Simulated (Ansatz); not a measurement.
# A failed many-body run on SnI4O12 (P-1)

What is wrong with this input for SnI4O12 (P-1)?

Main program and level: Ansatz 0.2.0; G0W0 on PBE, plane waves, PAW; PAW set soft_1.

## Step 1: Set-up

The cell holds 17 atoms: 1 Sn, 4 I and 12 O. Its edges and angles: a = 5.058 Å, b = 6.281 Å, c = 8.386 Å, α = 87.7°, β = 88.6°, γ = 89.0°. It derives from SnI4O12.

Geometry: measured cell, ions relaxed with PBE. The runs that relaxed it are not among those shown. Spin-orbit coupling is left out unless a step names it.

## Step 2: First try

input.yaml reads:

```yaml
crystal:
  lattice:
    - [5.0576, 0.0, 0.0]
    - [0.1062173362, 6.279901792, 0.0]
    - [0.1980229617, 0.3361895656, 8.3774187989]
  atoms:
    - { symbol: Sn, position: [0.0, 0.0, 0.5] }
    - { symbol: I, position: [0.5061148231, 0.7764667496, 0.237035738] }
    - { symbol: I, position: [0.4938851769, 0.2235332504, 0.762964262] }
    - { symbol: I, position: [0.9806449621, 0.6993687757, 0.8436912468] }
    - { symbol: I, position: [0.0193550379, 0.3006312243, 0.1563087532] }
    - { symbol: O, position: [0.782882709, 0.9590566929, 0.2966559641] }
    - { symbol: O, position: [0.217117291, 0.0409433071, 0.7033440359] }
    - { symbol: O, position: [0.3031160215, 0.7954234777, 0.4238411328] }
    - { symbol: O, position: [0.6968839785, 0.2045765223, 0.5761588672] }
    - { symbol: O, position: [0.8472236491, 0.7454330787, 0.6369154755] }
    - { symbol: O, position: [0.1527763509, 0.2545669213, 0.3630845245] }
    - { symbol: O, position: [0.8260917482, 0.4351970098, 0.8854019874] }
    - { symbol: O, position: [0.1739082518, 0.5648029902, 0.1145980126] }
    - { symbol: O, position: [0.6674548844, 0.5288324017, 0.2906575423] }
    - { symbol: O, position: [0.3325451156, 0.4711675983, 0.7093424577] }
    - { symbol: O, position: [0.7314164081, 0.8620142688, 0.9456220245] }
    - { symbol: O, position: [0.2685835919, 0.1379857312, 0.0543779755] }
kpoints:
  mp_grid: { grid: [2, 2, 2] }
hamiltonian:
  xc: pbe
  pseudopotentials: { kind: paw, azcp: { folder: soft_1 } }
scf:
  occupations: { method: fixed }
gw:
  n_empty_bands: 280
  ecut_chi: 5
  qp_bands: [v4, c4]
  qp_kpoints: band_edges
  screening: { model: contour_deformation }
```

The run is started by

```
$ ansatz run input.yaml --threads 2 --pin off --max-ram 92160MiB --backend cuda --events-out ev --progress --plain --runs-dir out --devices 1 --max-vram 13GiB
```

Numbers of over 12 decimals in the logs are rounded to 6 here.

Output:

```text
GPUs: using 1 of 1 available (devices: 1).
Engine: ansatz 0.2.0, x86_64-unknown-linux-gnu
Pseudopotentials: kind: paw
Pseudopotential: Sn, paw, valence charge 14, recommended cutoff 420 eV (normal), soft_1/Sn.paw.azcp
Pseudopotential: I, paw, valence charge 17, recommended cutoff 420 eV (normal), soft_1/I.paw.azcp
Pseudopotential: O, paw, valence charge 6, recommended cutoff 420 eV (normal), soft_1/O.paw.azcp
Functional definition: PBE
  parameter kappa = 0.804
  parameter beta = 0.066725
  exchange = pbe_x(kappa = kappa, mu = beta*pi^2/3)
  correlation = pbe_c(beta = beta)
device memory: the entry about to start is reckoned to put 3.2 GiB on a device that reports 37.1 GiB free (of which the cap on the GPU budget leaves the run 13.0 GiB)
GPU FFT provider: cuFFT
GPU libraries: cuBLAS 13.8.2, cuFFT 12.4.0, cuSOLVER 12.3.4
Crystal: 17 atoms, lattice volume = 266.077 Å³
Basis set: ecut = 420 eV, 5213 PW (Γ)
Bands: 94, of which v1, the nominal top of the filled ones, is band 77 counted from 1 (76 counted from 0)
Symmetry: 2 space group operations
Space group: P-1 (ITA 2), of the structure as read, at distance tolerance 6.4e-5 Å
k-points: 8
Non-local potential: Sn, projectors of the file, l = 0: 2, l = 1: 2, l = 2: 2, l = 3: 1
Non-local potential: I, projectors of the file, l = 0: 2, l = 1: 2, l = 2: 2, l = 3: 1
Non-local potential: O, projectors of the file, l = 0: 2, l = 1: 2, l = 2: 1
PAW form: soft (Blöchl's): semilocal exchange-correlation on the pseudo side does not see the compensation charge
PAW one-centre angular grid: Sn, 590 points (default); XC on 64 Gauss nodes
PAW one-centre angular grid: I, 590 points (default); XC on 64 Gauss nodes
PAW one-centre angular grid: O, 110 points (default); XC on 64 Gauss nodes
Initial density: superposition of atomic densities (chi_scale 0.1, normalization cell, long waves kept (reshape's long-wave potential 0.29 eV rms))
Initial wavefunctions: pseudopotential atomic-orbital guess
GPU buffer pool allocated for 97200 grid points (all kernels)
GPU transforms: local potential and band sums: pruned to the plane-wave sphere, on 36×45×60
Functional: x = pbe(κ = 0.804, μ = 0.219515), c = pbe(β = 0.066725)
SCF iter   1: F=—  HF=-42874.573803 eV  |F-HF|=—  |Δ(HF+E_count)|=         —  Δρ=1.09e-1  dr2=4.16e1  ethr=3.10e-3  ⟨swp⟩=5.0  Hψ=2876  notcnv=0  defer=111
preconditioner: auto → Resta (q_TF=auto, 2.491 Å⁻¹)  ε∞=3.6  [insulator: Δε(μ)=2.293 eV  Ē_g=15.109 eV  n_scr=68 (ndim 8)  ℏωp=24.3 eV  f_vac=0.100  ε∞_Penn≈3.6]
SCF iter   2: F=—  HF=-42864.670039 eV  |F-HF|=—  |Δ(HF+E_count)|=    9.90e0  Δρ=4.51e-2  dr2=3.09e0  ethr=3.10e-3  ⟨swp⟩=4.0  Hψ=1443  notcnv=0  defer=116
SCF iter   3: F=—  HF=-42863.996478 eV  |F-HF|=—  |Δ(HF+E_count)|=   6.74e-1  Δρ=1.93e-2  dr2=7.31e-1  ethr=2.01e-3  ⟨swp⟩=2.6  Hψ=1227  notcnv=0  defer=107
SCF iter   4: F=—  HF=-42863.903572 eV  |F-HF|=—  |Δ(HF+E_count)|=   9.29e-2  Δρ=7.71e-3  dr2=1.31e-1  ethr=4.75e-4  ⟨swp⟩=3.0  Hψ=992  notcnv=0  defer=119
SCF iter   5: F=—  HF=-42863.894580 eV  |F-HF|=—  |Δ(HF+E_count)|=   8.99e-3  Δρ=3.12e-3  dr2=2.10e-2  ethr=8.50e-5  ⟨swp⟩=2.9  Hψ=1083  notcnv=0  defer=120
SCF iter   6: F=—  HF=-42863.896829 eV  |F-HF|=—  |Δ(HF+E_count)|=   2.25e-3  Δρ=8.43e-4  dr2=1.77e-3  ethr=1.36e-5  ⟨swp⟩=2.9  Hψ=1087  notcnv=0  defer=120
SCF iter   7: F=—  HF=-42863.898130 eV  |F-HF|=—  |Δ(HF+E_count)|=   1.30e-3  Δρ=4.84e-4  dr2=5.82e-4  ethr=1.15e-6  ⟨swp⟩=2.0  Hψ=1031  notcnv=0  defer=120
SCF iter   8: F=—  HF=-42863.898175 eV  |F-HF|=—  |Δ(HF+E_count)|=   4.52e-5  Δρ=1.40e-4  dr2=4.91e-5  ethr=3.78e-7  ⟨swp⟩=2.0  Hψ=1021  notcnv=0  defer=120
SCF iter   9: F=—  HF=-42863.898221 eV  |F-HF|=—  |Δ(HF+E_count)|=   4.53e-5  Δρ=5.83e-5  dr2=9.56e-6  ethr=3.19e-8  ⟨swp⟩=2.0  Hψ=1016  notcnv=0  defer=120
SCF iter  10: F=—  HF=-42863.898225 eV  |F-HF|=—  |Δ(HF+E_count)|=   4.65e-6  Δρ=3.44e-5  dr2=3.09e-6  ethr=6.21e-9  ⟨swp⟩=2.0  Hψ=1035  notcnv=0  defer=120
SCF iter  11: F=—  HF=-42863.898226 eV  |F-HF|=—  |Δ(HF+E_count)|=   5.66e-7  Δρ=1.01e-5  dr2=2.79e-7  ethr=2.01e-9  ⟨swp⟩=2.0  Hψ=945  notcnv=0  defer=120
SCF iter  12: F=—  HF=-42863.898226 eV  |F-HF|=—  |Δ(HF+E_count)|=   3.33e-7  Δρ=9.05e-6  dr2=2.09e-7  ethr=6.49e-11  ⟨swp⟩=16.8  Hψ=4098  notcnv=0
SCF iter  13: F=-42863.898226 eV  HF=-42863.898226 eV  |F-HF|=5.01e-9  |Δ(HF+E_count)|=   1.08e-9  Δρ=1.27e-6  dr2=4.38e-9  ethr=6.49e-11  ⟨swp⟩=1.1  Hψ=1767  notcnv=0
SCF 1 converged in 13 iterations: F = -42863.898226 eV  dr2 = 4.38e-9
[...]
device memory: the entry about to start is reckoned to put 3.9 GiB (of the 4.0 GiB reckoned in all, the device holds 0.1 GiB already) on a device that reports 36.7 GiB free (of which the cap on the GPU budget leaves the run 12.9 GiB)
NSCF: frozen V_eff on 8 k-points
[...]
device memory: the entry about to start is reckoned to put 3.4 GiB on a device that reports 36.7 GiB free (of which the cap on the GPU budget leaves the run 13.0 GiB)
NSCF: frozen V_eff on 8 k-points
G₀W₀ screening: q 1/8
[... further progress lines ...]
SCF converged after 13 iterations
Free energy (F): -42863.898226 eV
Harris-Foulkes:  -42863.898226 eV  (|F-HF|=5.01e-9)
Internal energy: -42863.898226 eV  (E = F + TS)
E sigma→0 (E₀):  -42863.898226 eV
Fermi energy:    5.863891 eV
--- Per-component energies (eV) ---
  E_band       = -1898.834682
  E_kinetic    = 2833.496141
  E_local      = -14822.925455  (includes V_loc(G=0)·N_el)
  E_nonlocal   = 1198.958440
  E_hartree    = 6302.283473
  E_xc         = -1420.041892
  E_vxc        = -1624.782838  (∫ρ·V_xc dr)
  E_paw        = -25419.622334  (= ΣΔE_a)
  E_vpaw       = -2088.147614  (= ΣTr[D̂ρ^β])
  E_aug_tail   = -0.000168  (compensation charges beyond the density's cutoff)
  E_ewald      = -11536.046432
  E_smearing   = -0.000000  (= −TS)
  E_closure    = 0.000000  (closes the sum)
  Σ components = -42863.898226   (vs F -42863.898226, Δ=0.00e0)
--- Band table (eV; the first three rows and the last of 8) ---
  k-point 0: bands = [... 73 lower, 5.4047, 5.4130, 5.5461, 5.6256, 9.0933, 9.1368, 9.4759, 9.7287, ... 13 higher]
  k-point 1: bands = [... 73 lower, 5.3811, 5.3949, 5.4294, 5.6200, 8.9561, 9.0806, 9.5949, 9.8085, ... 13 higher]
  k-point 2: bands = [... 73 lower, 5.3896, 5.4301, 5.5461, 5.7295, 9.1326, 9.4042, 10.0246, 10.1411, ... 13 higher]
  k-point 7: bands = [... 73 lower, 5.1373, 5.3653, 5.4137, 5.7233, 8.7994, 9.6044, 9.6170, 9.7787, ... 13 higher]
--- G₀W₀: contour deformation, 6 samples at zero and on the imaginary axis and 1 off it, 8 q-points, 280 empty bands' worth ---
  eigenvalues of the whole cell's RPA ε∞ on this k-mesh (on a slab, of 1 + 4πα/V) = 4.6888, 5.3602, 5.5717; static W/v taken at q = 0 is 0.193085
  gw.qp_kpoints: band_edges: 8 of 8 stored k-points solved, in 1 pass; an edge of the gap read off the rows below is read off those points alone
    ik  band        ε_KS         Σx   Σc(E_QP)       V_xc       Z   E_QP_lin       E_QP  E_QP is
     0    74      5.4047   -24.4478     3.0254   -20.1139  0.8385     4.0685     4.0964  root
     0    75      5.4130   -24.9031     3.2561   -20.0887  0.8347     3.8109     3.8546  root
     0    76      5.5461   -26.5507     3.6657   -20.7974  0.8317     3.3646     3.4584  root
     0    77      5.6256   -25.2405     3.1940   -20.5528  0.8373     4.0941     4.1320  root
     0    78      9.0933   -14.7505    -2.6934   -18.9344  0.8475    10.6160    10.5837  root
     0    79      9.1368   -12.6554    -2.8494   -17.1570  0.8492    10.8297    10.7890  root
     0    80      9.4759   -12.5889    -2.8786   -17.0071  0.8462    11.0516    11.0154  root
     0    81      9.7287   -13.9023    -2.8705   -18.3860  0.8449    11.3847    11.3418  root
     1    74      5.3811   -25.4924     3.4560   -20.2413  0.8318     3.5201     3.5859  root
     1    75      5.3949   -25.2263     3.2479   -20.3896  0.8355     3.7608     3.8061  root
     1    76      5.4294   -26.0478     3.5414   -20.5995  0.8317     3.4471     3.5226  root
     1    77      5.6200   -25.3630     3.2268   -20.5675  0.8372     4.0088     4.0512  root
     1    78      8.9561   -14.3692    -2.7012   -18.6133  0.8485    10.5331    10.4990  root
     1    79      9.0806   -13.6740    -2.6894   -17.9101  0.8497    10.6614    10.6273  root
[...]
7    77      5.7233   -25.2178     3.0779   -20.7562  0.8391     4.3089     4.3396  root
     7    78      8.7994   -14.5682    -2.6792   -18.8074  0.8492    10.3940    10.3594  root
     7    79      9.6044   -13.5177    -2.8782   -18.1263  0.8449    11.3868    11.3348  root
     7    80      9.6170   -14.0099    -2.8395   -18.5746  0.8464    11.3901    11.3423  root
     7    81      9.7787   -13.6455    -2.9438   -18.1515  0.8439    11.3807    11.3409  root
```

Elapsed: 17 s, on 1 × NVIDIA H100 80GB HBM3 (shared by 6 runs) with 2 threads of AMD EPYC 7R13 (Zen 3), shared host; peak memory 1.4 GiB.

**Diagnosis.**

The run ended normally, though the input holds a fault or crude settings.

The fault: screening cutoff of a few eV. Such a cutoff keeps only a few plane waves in the dielectric matrix, so local fields and the Coulomb hole are lost.

It printed a gap of 5.71 eV, which is an artefact of the settings.

## Step 3: A better input

Now the one-shot GW correction: screening in the RPA, then the self-energy of the levels asked for. This step takes PAW set soft_1 files.

input.yaml: that of step 2 with these lines changed.

```diff
@@ -31,4 +31,4 @@
 gw:
-  n_empty_bands: 280
-  ecut_chi: 5
+  n_empty_bands: 465
+  ecut_chi: 84
   qp_bands: [v4, c4]
```

Output:

```text
GPUs: using 1 of 1 available (devices: 1).
[...]
GPU FFT provider: cuFFT
GPU libraries: cuBLAS 13.8.2, cuFFT 12.4.0, cuSOLVER 12.3.4
Crystal: 17 atoms, lattice volume = 266.077 Å³
Basis set: ecut = 420 eV, 5213 PW (Γ)
Bands: 94, of which v1, the nominal top of the filled ones, is band 77 counted from 1 (76 counted from 0)
[... 1 set-up line as in the run before ...]
[...]
k-points: 8
[...]
GPU buffer pool allocated for 97200 grid points (all kernels)
[...]
SCF iter   1: F=—  HF=-42874.573803 eV  |F-HF|=—  |Δ(HF+E_count)|=         —  Δρ=1.09e-1  dr2=4.16e1  ethr=3.10e-3  ⟨swp⟩=5.0  Hψ=2876  notcnv=0  defer=111
[...]
SCF iter  13: F=-42863.898226 eV  HF=-42863.898226 eV  |F-HF|=5.01e-9  |Δ(HF+E_count)|=   1.08e-9  Δρ=1.27e-6  dr2=4.38e-9  ethr=6.49e-11  ⟨swp⟩=1.1  Hψ=1767  notcnv=0
SCF 1 converged in 13 iterations: F = -42863.898226 eV  dr2 = 4.38e-9
[...]
0    74      5.4047   -24.4478     3.9285   -20.1139  0.7388     4.9963     4.9994  root
     0    75      5.4130   -24.9031     4.3954   -20.0887  0.7277     4.9904     4.9940  root
     0    76      5.5461   -26.5507     5.2987   -20.7974  0.7189     5.0870     5.0915  root
     0    77      5.6256   -25.2405     4.3150   -20.5528  0.7327     5.2503     5.2529  root
     0    78      9.0933   -14.7505    -3.1038   -18.9344  0.7820    10.1887    10.1733  root
     0    79      9.1368   -12.6554    -3.4889   -17.1570  0.7900    10.1636    10.1495  root
     0    80      9.4759   -12.5889    -3.3813   -17.0071  0.7820    10.5287    10.5127  root
     0    81      9.7287   -13.9023    -3.3753   -18.3860  0.7800    10.8557    10.8370  root
[...]
7    78      8.7994   -14.5682    -3.1726   -18.8074  0.7843     9.8804     9.8659  root
     7    79      9.6044   -13.5177    -3.5002   -18.1263  0.7795    10.7322    10.7128  root
     7    80      9.6170   -14.0099    -3.4059   -18.5746  0.7794    10.7959    10.7757  root
     7    81      9.7787   -13.6455    -3.3809   -18.1515  0.7779    10.9232    10.9037  root
[key lines of the parts left out:]
SCF converged after 13 iterations
Free energy (F): -42863.898226 eV
Fermi energy:    5.863891 eV
```

The job ended after 16 s (1 × NVIDIA H100 80GB HBM3 (shared by 6 runs) with 2 threads; peak memory 1.8 GiB).

This step gave:

* bands summed: 542
* RPA ε∞ on this mesh (eigenvalues): 4.047, 4.635, 4.667
* plane waves in the screening matrix: 459
* q-points in the mesh: 8
* G0W0 gap on the mesh: 4.187 eV
* k of the valence top: 0, -0.5, -0.5
* k of the conduction bottom: -0.5, -0.5, 0
* starting gap on the mesh: 2.815 eV
* Z at the valence top: 0.7413
* Z at the conduction bottom: 0.7856
* least direct G0W0 gap on the computed points: 4.304 eV

The gap on the mesh goes from 2.81 eV to 4.19 eV, a correction of +1.37 eV. Between the two edge states, bare exchange in place of the xc potential would open the gap by 8.54 eV, and correlation takes back 7.17 eV.

## Step 4: Results

```
first try  : converged after 17 s
better run : G0W0 gap on the mesh 4.19 eV (2×2×2 mesh, 465 empty bands, screening to 84 eV, PAW set soft_1 files)
```

**Reading.** The second run differs in: empty bands and screening cutoff (eV). Bands and cutoff are finite, so the gap is not at the basis limit. The miss can reach some tenths of an eV and take either sign; the mesh is an error of its own. The 2×2×2 mesh is coarse for this cell (its supercell is 10 Å along the shortest edge). The RPA ε∞ on it, from the PBE start, is 4.05, 4.64 and 4.67; such meshes misread the long-range screening, most where the gap is narrow. The many-body steps are scalar-relativistic: spin-orbit coupling is not in them.

[Paths, hosts, dates, memory and timing lines, banners, echoed tables and standing remarks are left out of the program output.]

[Logs are printed without paths, hosts, clocks, repeated set-up lines and the standing remarks that a program may print on its own settings, such as how far it seeks lower states.]

[Runs of the session that timed out or met a known fault of the program may be left out.]

[Cells called generated may have been cut or substituted from an entry of the Crystallography Open Database or the Materials Project.]

[Hosts, paths, dates, database ids (printed as entryN), source tags and the programs' standing remarks are cut or masked in the printed files.]
